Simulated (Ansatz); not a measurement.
## (AlN)2(MgO)2 [0001] superlattice, started as wurtzite: the cell at rest: cost of one run

Ansatz 0.2.0; DFT PBE, scalar-relativistic, plane waves, PAW. The cell holds 8 atoms.

The structure was built from a prototype and need not be the compound's stable phase.

The input, input.yaml:

```yaml
crystal:
  lattice:
    - [3.195, 0.0, 0.0]
    - [-1.5975, 2.76695, 0.0]
    - [0.0, 0.0, 10.08]
  atoms:
    - { symbol: Al, position: [0.333333, 0.666667, 0.0] }
    - { symbol: Al, position: [0.666667, 0.333333, 0.25] }
    - { symbol: Mg, position: [0.333333, 0.666667, 0.5] }
    - { symbol: Mg, position: [0.666667, 0.333333, 0.75] }
    - { symbol: "N", position: [0.333333, 0.666667, 0.1875] }
    - { symbol: "N", position: [0.666667, 0.333333, 0.4375] }
    - { symbol: O, position: [0.333333, 0.666667, 0.6875] }
    - { symbol: O, position: [0.666667, 0.333333, 0.9375] }
kpoints:
  mp_grid: { grid: [9, 9, 2] }
hamiltonian:
  xc: pbe
scf:
  occupations: { method: gaussian, width: 0.1 }
output:
  forces: true
  stress: true
  eigenvalues: true
relax:
  adjacent_minimum: "off"
  f_tol: 0.05
  max_steps: 80
  cell: { stress_tol: 0.5 }
```

On the command line:

```
$ ansatz run input.yaml --threads 4 --pin off --max-ram 14336MiB --backend cpu --events-out ev --progress --plain --runs-dir out
```

The cutoff in use is 420 eV. For reference, a run of the same kind (8 atoms, 43 k-points, 32 bands and 1,709 plane waves; 67 SCF cycles) took 33 s and 0.44 GiB on the same hardware.

**Question.** How long does this run take on 4 threads of Arm Neoverse V1, shared host, and how much memory does it need?

A cutoff of 420 eV is a sphere of radius 10.5 Å⁻¹, so a cell of 89 Å³ holds about V·G³/6π² = 1,742 plane waves. At two electrons a band, the 48 electrons need 24 bands, and 8 more are carried. Symmetry cuts the 9×9×2 mesh from 162 to 24 points. The run has 24 k-points, 32 bands and 1,709 plane waves. Taking the work of a cycle as k-points × spins × bands × plane waves, that is 0.56 times the reference, or 18 s at the reference's 67 cycles. The run needed 109 SCF cycles over 16 ionic steps, which makes it about 30 s. One copy of the wavefunctions takes 0.02 GiB at 16 bytes a coefficient, against 0.035 GiB in the reference; grids, projectors and work arrays come on top. Measured: about 33 s, with a peak of 0.4 GiB. The estimate holds within 25 %.

[Logs are printed without paths, hosts, clocks, repeated set-up lines and the standing remarks that a program may print on its own settings, such as how far it seeks lower states.]

[Hosts, paths, dates, database ids (printed as entryN), source tags and the programs' standing remarks are cut or masked in the printed files.]
